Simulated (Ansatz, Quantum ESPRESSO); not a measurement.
## Rb (Im-3m): electron–phonon coupling with Quantum ESPRESSO

Aim: mode couplings and λ of Rb (Im-3m) by double-delta sums in Quantum ESPRESSO.

Calculated with Ansatz 0.2.0 and Quantum ESPRESSO 7.5; DFT PBE, scalar-relativistic, plane waves, PAW, in the first sound run; inputs show where later runs differ.

## 1. Set-up

It takes space group Im-3m (No. 229, cubic). Conventional cell: a = 5.605 Å, b = 5.605 Å, c = 5.605 Å, α = 90.00°, β = 90.00°, γ = 90.00°. Nearest to Rb lie 8 Rb at 4.85 Å.

## 2. Relaxation

Lattice constant and positions set the bands and the force constants, so the cell is relaxed first.

input.yaml

```yaml
crystal:
  lattice:
    - [-2.8025, 2.8025, 2.8025]
    - [2.8025, -2.8025, 2.8025]
    - [2.8025, 2.8025, -2.8025]
  atoms:
    - { symbol: Rb, position: [0.0, 0.0, 0.0] }
kpoints:
  mp_grid: { grid: [8, 8, 8] }
hamiltonian:
  xc: pbe
scf:
  occupations: { method: gaussian, width: 0.1 }
output:
  forces: true
  stress: true
  eigenvalues: true
relax:
  adjacent_minimum: "off"
  f_tol: 0.005
  max_steps: 80
  cell: { stress_tol: 0.05 }
```

The run is started by

```console
> ansatz run input.yaml --threads 4 --pin off --max-ram 8192MiB --backend cpu --events-out ev --progress --plain --runs-dir out
```

Numbers of over 12 decimals in the logs are rounded to 6 here.

Output:

```text
[the first part of the log is left out]
  E_local      = -709.232461  (includes V_loc(G=0)·N_el)
  E_nonlocal   = 173.577699
  E_hartree    = 198.987808
  E_xc         = -129.248827
  E_vxc        = -135.149272  (∫ρ·V_xc dr)
  E_paw        = -2618.019019  (= ΣΔE_a)
  E_vpaw       = -36.973067  (= ΣTr[D̂ρ^β])
  E_aug_tail   = -0.000001  (compensation charges beyond the density's cutoff)
  E_ewald      = -374.155910
  E_smearing   = -0.007453  (= −TS)
  E_closure    = -0.000000  (closes the sum)
  Σ components = -3267.346700   (vs F -3267.346700, Δ=0.00e0)
--- Forces (eV/Å), atoms counted from 1 ---
  atom   1  Rb    -0.00000000    -0.00000000     0.00000000
  max |Σ_I F_I| component: 3.90e-32 eV/Å
--- Stress (GPa, compression-positive) ---
        0.004858       0.000000       0.000000
       -0.000000       0.004858      -0.000000
       -0.000000       0.000000       0.004858
  P = ⅓ Tr σ = 0.0049 GPa (0.049 kbar)
--- Band table (eV; the first three rows and the last of 29) ---
  k-point 0: bands = ["-26.9715", "-11.0142", "-11.0142", "-11.0142", "-0.0370", "5.6062", "5.6062", "5.6062", "6.5377"]
  k-point 1: bands = ["-26.9709", "-11.0284", "-11.0188", "-11.0142", "0.1461", "5.2860", "5.3670", "5.7744", "6.2834"]
  k-point 2: bands = ["-26.9694", "-11.0621", "-11.0301", "-11.0142", "0.6695", "4.3924", "4.9429", "6.2666", "6.3589"]
  k-point 28: bands = ["-26.9641", "-11.0821", "-11.0821", "-11.0821", "3.1910", "3.1910", "5.1714", "5.1714", "5.1714"]
--- Relaxed structure (3 steps of the walk, 3 accepted, 1 SCFs on fresh bases) ---
  F+E_penalty+E_count = -3267.34670001 eV   max|allowed force component| = 0.000e0 eV/Å   (the final SCF, on the basis selected at the relaxed cell)
  cell:  # Å, volume = 91.2562 Å³
    - [-2.836182, 2.836182, 2.836182]
    - [2.836182, -2.836182, 2.836182]
    - [2.836182, 2.836182, -2.836182]
  atoms:
    - { symbol: Rb, position: [0.0, 0.0, 0.0] }
```

It took 1.7 s on 4 threads of Arm Neoverse V2, shared host; peak memory 0.33 GiB.

The steps of the relaxation:

| step | energy less that of the first step (eV) | largest force component (eV/Å) | pressure (GPa) | volume (Å³) |
| --- | --- | --- | --- | --- |
| 1 | 0.0000 | 0.0000 | 0.11 | 88.04 |
| 2 | -0.0002 | 0.0000 | 0.10 | 88.36 |
| 3 | -0.0011 | 0.0000 | 0.00 | 91.26 |
| 4 | -0.0011 | 0.0000 | 0.00 | 91.26 |

The log counts 1 steps on a newly chosen plane-wave basis, not all of them marked here; energy and pressure can jump at such steps.

| conventional cell, symmetrised | before | after | change |
| --- | --- | --- | --- |
| a (Å) | 5.605 | 5.672 | +1.2 % |
| b (Å) | 5.605 | 5.672 | +1.2 % |
| c (Å) | 5.605 | 5.672 | +1.2 % |
| volume (Å³/atom) | 88.04 | 91.26 | +3.6 % |

Final coordinates:

```xyz
1
Lattice="-2.8362 2.8362 2.8362 2.8362 -2.8362 2.8362 2.8362 2.8362 -2.8362" Properties=species:S:1:pos:R:3 pbc="T T T"
Rb    0.0000    0.0000    0.0000
```

This step gave:

- pressure: 0.004858 GPa
- volume per atom: 91.26 Å³
- metallic on mesh: yes
- gap on the k-mesh: 0 eV

The largest force is now zero by symmetry and the largest stress component 0.0049 GPa.

## 3. Ground state with pw.x

ph.x needs a tightly converged ground state on the same k mesh; the cell is that of the step before.

This step: DFT PBE, scalar-relativistic, plane waves, GBRV ultrasoft pseudopotentials (Quantum ESPRESSO 7.5).

pw.in

```
&control
   calculation = 'scf'
   prefix = 'x'
   outdir = './tmp'
   pseudo_dir = './pseudo'
   tprnfor = .true.
   tstress = .true.
/
&system
   ibrav = 0
   nat = 1
   ntyp = 1
   ecutwfc = 45.0
   ecutrho = 360.0
   occupations = 'smearing'
   smearing = 'fd'
   degauss = 0.00734986
   nbnd = 11
/
&electrons
   conv_thr = 1.0d-11
   mixing_beta = 0.5
/
ATOMIC_SPECIES
 Rb     85.4678  Rb.upf
CELL_PARAMETERS angstrom
    -2.836182244    2.836182244    2.836182244
     2.836182244   -2.836182244    2.836182244
     2.836182244    2.836182244   -2.836182244
ATOMIC_POSITIONS crystal
 Rb     0.000000000   0.000000000   0.000000000
K_POINTS automatic
 8 8 8 0 0 0
```

The run is started by

```console
> OMP_NUM_THREADS=1 mpirun -n 4 pw.x -nk 4 -in pw.in > pw.x.log
```

Output:

```text
Program PWSCF v.7.5

     This program is part of the open-source Quantum ESPRESSO suite
     for quantum simulation of materials; please cite
         "P. Giannozzi et al., J. Phys.:Condens. Matter 21 395502 (2009);
         "P. Giannozzi et al., J. Phys.:Condens. Matter 29 465901 (2017);
         "P. Giannozzi et al., J. Chem. Phys. 152 154105 (2020);
     in publications or presentations arising from this work. More details at

     Message from routine setup:
     using ibrav=0 with symmetry is DISCOURAGED, use correct ibrav instead

     G-vector sticks info
     --------------------
     sticks:   dense  smooth     PW     G-vecs:    dense   smooth      PW
     Sum        2329    1151    387                71113    25003    4753

     Using Slab Decomposition

     bravais-lattice index     =            0
     lattice parameter (alat)  =       9.2831  a.u.
     unit-cell volume          =     615.8274 (a.u.)^3
     number of atoms/cell      =            1
     number of atomic types    =            1
     number of electrons       =         9.00
     number of Kohn-Sham states=           11
     kinetic-energy cutoff     =      45.0000  Ry
     charge density cutoff     =     360.0000  Ry
     scf convergence threshold =      1.0E-11
     mixing beta               =       0.5000
     number of iterations used =            8  plain     mixing
     Exchange-correlation= SLA  PW   PBE  PBE
                           (   1   4   3   4   0   0   0)

     celldm(1)=   9.283113  celldm(2)=   0.000000  celldm(3)=   0.000000
     celldm(4)=   0.000000  celldm(5)=   0.000000  celldm(6)=   0.000000

     crystal axes: (cart. coord. in units of alat)
               a(1) = (  -0.577350   0.577350   0.577350 )
               a(2) = (   0.577350  -0.577350   0.577350 )
               a(3) = (   0.577350   0.577350  -0.577350 )

     reciprocal axes: (cart. coord. in units 2 pi/alat)
               b(1) = ( -0.000000  0.866025  0.866025 )
               b(2) = (  0.866025 -0.000000  0.866025 )
               b(3) = (  0.866025  0.866025  0.000000 )

     PseudoPot. # 1 for Rb read from file:
     ./pseudo/Rb.upf
     Pseudo is Ultrasoft + core correction, Zval =  9.0
     Using radial grid of  881 points,  6 beta functions with:
                l(1) =   0
                l(2) =   0
                l(3) =   1
                l(4) =   1
                l(5) =   2
                l(6) =   2
     Q(r) pseudized with  8 coefficients,  rinner =    1.900   1.900   1.900
                                                       1.900   1.900

     atomic species   valence    mass     pseudopotential
     Rb                9.00    85.46780     Rb( 1.00)

     48 Sym. Ops., with inversion, found

   Cartesian axes

     site n.     atom                  positions (alat units)
         1        Rb     tau(   1) = (   0.0000000   0.0000000   0.0000000  )

     number of k points=    29  Fermi-Dirac smearing, width (Ry)=  0.0073
                       cart. coord. in units 2pi/alat
        k(    1) = (   0.0000000   0.0000000   0.0000000), wk =   0.0039062
        k(    2) = (   0.1082532   0.1082532   0.0000000), wk =   0.0468750
        k(    3) = (   0.2165064   0.2165064   0.0000000), wk =   0.0468750
        k(    4) = (   0.3247595   0.3247595   0.0000000), wk =   0.0468750
        k(    5) = (  -0.4330127  -0.4330127   0.0000000), wk =   0.0234375
        k(    6) = (   0.2165064   0.1082532   0.1082532), wk =   0.0937500
        k(    7) = (   0.3247595   0.2165064   0.1082532), wk =   0.1875000
        k(    8) = (   0.4330127   0.3247595   0.1082532), wk =   0.1875000
        k(    9) = (   0.4330127   0.2165064   0.2165064), wk =   0.0937500
        k(   10) = (   0.5412659   0.3247595   0.2165064), wk =   0.0937500
        k(   11) = (   0.2165064   0.2165064   0.2165064), wk =   0.0312500
        k(   12) = (   0.3247595   0.3247595   0.2165064), wk =   0.0937500
        k(   13) = (   0.4330127   0.4330127   0.2165064), wk =   0.0468750
        k(   14) = (   0.0000000   0.0000000   0.2165064), wk =   0.0234375
        k(   15) = (   0.4330127   0.3247595   0.3247595), wk =   0.0937500
        k(   16) = (   0.0000000  -0.1082532   0.3247595), wk =   0.0937500
[...]
k(   22) = (   0.4330127   0.4330127   0.4330127), wk =   0.0078125
        k(   23) = (   0.0000000   0.0000000   0.4330127), wk =   0.0234375
        k(   24) = (   0.0000000  -0.1082532   0.5412659), wk =   0.0937500
        k(   25) = (  -0.8660254  -0.2165064  -0.2165064), wk =   0.0468750
        k(   26) = (  -0.7577722  -0.1082532  -0.2165064), wk =   0.0937500
        k(   27) = (   0.0000000  -0.0000000   0.6495191), wk =   0.0234375
        k(   28) = (  -0.8660254  -0.1082532  -0.1082532), wk =   0.0468750
        k(   29) = (  -0.8660254  -0.8660254  -0.8660254), wk =   0.0039062

     Dense  grid:    71113 G-vectors     FFT dimensions: (  60,  60,  60)

     Smooth grid:    25003 G-vectors     FFT dimensions: (  40,  40,  40)

     Initial potential from superposition of free atoms

     starting charge       8.4945, renormalised to       9.0000

     negative rho (up, down):  7.669E-02 0.000E+00
     Starting wfcs are   10 randomized atomic wfcs +    1 random wfcs

     per-process dynamical memory:    46.6 Mb

     Self-consistent Calculation

     iteration #  1     ecut=    45.00 Ry     beta= 0.50
     Davidson diagonalization with overlap
     ethr =  1.00E-02,  avg # of iterations =  4.6

     negative rho (up, down):  7.184E-02 0.000E+00

     total energy              =     -53.13846678 Ry
     estimated scf accuracy    <       0.16058952 Ry

     iteration #  2     ecut=    45.00 Ry     beta= 0.50
     Davidson diagonalization with overlap
     ethr =  1.78E-03,  avg # of iterations =  2.0

     negative rho (up, down):  7.174E-02 0.000E+00

     total energy              =     -53.15610411 Ry
     estimated scf accuracy    <       0.00796445 Ry

     iteration #  3     ecut=    45.00 Ry     beta= 0.50
     Davidson diagonalization with overlap
     ethr =  8.85E-05,  avg # of iterations =  5.0

     negative rho (up, down):  7.291E-02 0.000E+00

     total energy              =     -53.15748358 Ry
     estimated scf accuracy    <       0.00071743 Ry

     iteration #  4     ecut=    45.00 Ry     beta= 0.50
     Davidson diagonalization with overlap
     ethr =  7.97E-06,  avg # of iterations =  4.7

     negative rho (up, down):  7.271E-02 0.000E+00

     total energy              =     -53.15751434 Ry
     estimated scf accuracy    <       0.00001183 Ry

     iteration #  5     ecut=    45.00 Ry     beta= 0.50
     Davidson diagonalization with overlap
     ethr =  1.31E-07,  avg # of iterations =  3.9

     negative rho (up, down):  7.260E-02 0.000E+00

     total energy              =     -53.15751753 Ry
     estimated scf accuracy    <       0.00000063 Ry

     iteration #  6     ecut=    45.00 Ry     beta= 0.50
     Davidson diagonalization with overlap
     ethr =  6.96E-09,  avg # of iterations =  1.9

     negative rho (up, down):  7.237E-02 0.000E+00

     total energy              =     -53.15751774 Ry
     estimated scf accuracy    <       0.00000022 Ry

     iteration #  7     ecut=    45.00 Ry     beta= 0.50
     Davidson diagonalization with overlap
     ethr =  2.40E-09,  avg # of iterations =  1.7

     negative rho (up, down):  7.238E-02 0.000E+00

     total energy              =     -53.15751776 Ry
     estimated scf accuracy    <          2.7E-09 Ry

     iteration #  8     ecut=    45.00 Ry     beta= 0.50
     Davidson diagonalization with overlap
     ethr =  2.96E-11,  avg # of iterations =  2.3

     negative rho (up, down):  7.240E-02 0.000E+00

     total energy              =     -53.15751776 Ry
     estimated scf accuracy    <          1.6E-09 Ry

     iteration #  9     ecut=    45.00 Ry     beta= 0.50
     Davidson diagonalization with overlap
     ethr =  1.73E-11,  avg # of iterations =  1.5

     negative rho (up, down):  7.240E-02 0.000E+00

     End of self-consistent calculation

          k = 0.0000 0.0000 0.0000 (  3103 PWs)   bands (ev):

   -26.9252 -10.9675 -10.9675 -10.9675   0.0141   5.6590   5.6590   5.6590
     6.5899   6.5899   8.6483

          k = 0.1083 0.1083 0.0000 (  3130 PWs)   bands (ev):

   -26.9246 -10.9817 -10.9722 -10.9675   0.1972   5.3384   5.4196   5.8271
     6.3356   6.5273   8.9465

          k = 0.2165 0.2165 0.0000 (  3136 PWs)   bands (ev):

   -26.9231 -11.0154 -10.9834 -10.9675   0.7205   4.4441   4.9954   6.3190
     6.4112   6.5041   8.6956

          k = 0.3248 0.3248 0.0000 (  3146 PWs)   bands (ev):

   -26.9217 -11.0484 -10.9946 -10.9675   1.5027   3.5004   4.6796   6.3882
     6.6968   7.0941   7.8997

          k =-0.4330-0.4330 0.0000 (  3128 PWs)   bands (ev):

   -26.9211 -11.0619 -10.9992 -10.9675   2.2220   2.7589   4.5674   6.2288
     7.2073   8.0407   8.3373

          k = 0.2165 0.1083 0.1083 (  3130 PWs)   bands (ev):

   -26.9236 -11.0048 -10.9775 -10.9709   0.5510   4.8045   5.0013   6.1229
     6.1709   6.7639   8.8410

          k = 0.3248 0.2165 0.1083 (  3146 PWs)   bands (ev):

   -26.9221 -11.0345 -10.9910 -10.9722   1.2106   3.9836   4.5983   6.2179
     6.5617   6.9808   8.0267

          k = 0.4330 0.3248 0.1083 (  3137 PWs)   bands (ev):

   -26.9211 -11.0545 -11.0018 -10.9725   2.0609   3.1058   4.3868   6.0289
     6.9426   7.2724   7.8396

          k = 0.4330 0.2165 0.2165 (  3145 PWs)   bands (ev):

   -26.9211 -11.0446 -11.0070 -10.9773   1.9621   3.5710   3.9893   6.1540
     6.4220   7.2197   8.2158

          k = 0.5413 0.3248 0.2165 (  3132 PWs)   bands (ev):

   -26.9206 -11.0443 -11.0191 -10.9785   2.7799   2.9313   3.7149   5.9265
     6.7368   6.9498   8.4592

          k = 0.2165 0.2165 0.2165 (  3112 PWs)   bands (ev):

   -26.9225 -11.0294 -10.9789 -10.9789   1.0544   4.3504   4.3504   6.3288
     6.7448   6.7448   8.3507

          k = 0.3248 0.3248 0.2165 (  3131 PWs)   bands (ev):

   -26.9214 -11.0442 -10.9964 -10.9802   1.8214   3.6086   4.0813   5.9411
     6.9409   7.0808   8.2658

          k = 0.4330 0.4330 0.2165 (  3130 PWs)   bands (ev):

   -26.9210 -11.0476 -11.0064 -10.9808   2.6040   2.8780   3.9930   5.6178
     7.1002   7.2593   8.0202

          k = 0.0000 0.0000 0.2165 (  3127 PWs)   bands (ev):

   -26.9240 -10.9852 -10.9769 -10.9769   0.3768   5.3356   5.3356   5.5548
     5.8869   6.9252   8.9286

          k = 0.4330 0.3248 0.3248 (  3125 PWs)   bands (ev):

   -26.9209 -11.0365 -11.0117 -10.9892   2.6366   3.3487   3.5611   5.2254
     7.1003   7.2511   8.4751

          k = 0.0000-0.1083 0.3248 (  3149 PWs)   bands (ev):

   -26.9226 -11.0143 -10.9884 -10.9787   0.8906   4.4857   5.0280   5.5269
     6.3209   7.0872   7.8869

          k = 0.0000-0.2165 0.4330 (  3142 PWs)   bands (ev):

[...]
k = 0.1083-0.1083 0.4330 (  3146 PWs)   bands (ev):

[...]
k =-0.8660-0.3248-0.3248 (  3138 PWs)   bands (ev):

[...]
k =-0.7578-0.2165-0.3248 (  3147 PWs)   bands (ev):

[...]
k =-0.6495-0.2165-0.2165 (  3162 PWs)   bands (ev):

[...]
k = 0.4330 0.4330 0.4330 (  3136 PWs)   bands (ev):

   -26.9209 -11.0137 -11.0137 -11.0137   3.2780   3.2780   3.2780   4.5586
     7.3146   7.3146   8.6646

          k = 0.0000 0.0000 0.4330 (  3151 PWs)   bands (ev):

   -26.9213 -11.0167 -11.0004 -11.0004   1.3744   4.3094   5.0229   5.0229
     6.4116   6.5334   8.0094

          k = 0.0000-0.1083 0.5413 (  3147 PWs)   bands (ev):

   -26.9200 -11.0380 -11.0124 -11.0028   2.0944   3.6724   4.8953   4.9349
     5.9781   7.1280   8.1528

          k =-0.8660-0.2165-0.2165 (  3138 PWs)   bands (ev):

   -26.9194 -11.0487 -11.0173 -11.0018   2.9015   2.9364   4.6476   4.8869
     6.2161   7.7272   8.1310

          k =-0.7578-0.1083-0.2165 (  3148 PWs)   bands (ev):

   -26.9191 -11.0412 -11.0283 -11.0064   2.7996   3.3476   4.1822   5.4376
     5.7859   7.3326   7.9432

          k = 0.0000-0.0000 0.6495 (  3156 PWs)   bands (ev):

   -26.9188 -11.0330 -11.0249 -11.0249   2.6703   3.5128   5.0778   5.0778
     5.1186   7.4229   7.9637

          k =-0.8660-0.1083-0.1083 (  3164 PWs)   bands (ev):

   -26.9183 -11.0393 -11.0301 -11.0256   3.1295   3.2457   4.6836   5.1229
     5.5244   7.3536   7.9043

          k =-0.8660-0.8660-0.8660 (  3132 PWs)   bands (ev):

   -26.9178 -11.0354 -11.0354 -11.0354   3.2427   3.2427   5.2217   5.2217
     5.2217   6.7593   7.9489

     the Fermi energy is     1.9834 ev

!    total energy              =     -53.15751776 Ry
     estimated scf accuracy    <          7.8E-12 Ry
     smearing contrib. (-TS)   =      -0.00245397 Ry
     internal energy E=F+TS    =     -53.15506379 Ry

     The total energy is F=E-TS. E is the sum of the following terms:
     one-electron contribution =     -26.82093639 Ry
     hartree contribution      =      14.15762905 Ry
     xc contribution           =     -12.99180431 Ry
     ewald contribution        =     -27.49995214 Ry

     convergence has been achieved in   9 iterations

     negative rho (up, down):  7.240E-02 0.000E+00

     Forces acting on atoms (cartesian axes, Ry/au):

     atom    1 type  1   force =     0.00000000    0.00000000    0.00000000

     Total force =     0.000000     Total SCF correction =     0.000000

     Computing stress (Cartesian axis) and pressure

     negative rho (up, down):  7.240E-02 0.000E+00
          total   stress  (Ry/bohr**3)                   (kbar)     P=        0.06
   0.00000043   0.00000000   0.00000000            0.06        0.00        0.00
   0.00000000   0.00000043   0.00000000            0.00        0.06        0.00
   0.00000000   0.00000000   0.00000043            0.00        0.00        0.06

     Writing all to output data dir ./tmp/x.save/ :
     XML data file, charge density, pseudopotentials, collected wavefunctions

   JOB DONE.
```

Run time: 6.3 s. Hardware: 4 MPI ranks.

This step gave:

```
pressure : 0.006000 GPa
```

With these potentials, mesh and smearing the cell is at 0.0060 GPa.

(Continued in part 2 of 2.)

[Logs are printed without paths, hosts, clocks, repeated set-up lines and the standing remarks that a program may print on its own settings, such as how far it seeks lower states.]

[Hosts, paths, dates, database ids (printed as entryN), source tags and the programs' standing remarks are cut or masked in the printed files.]
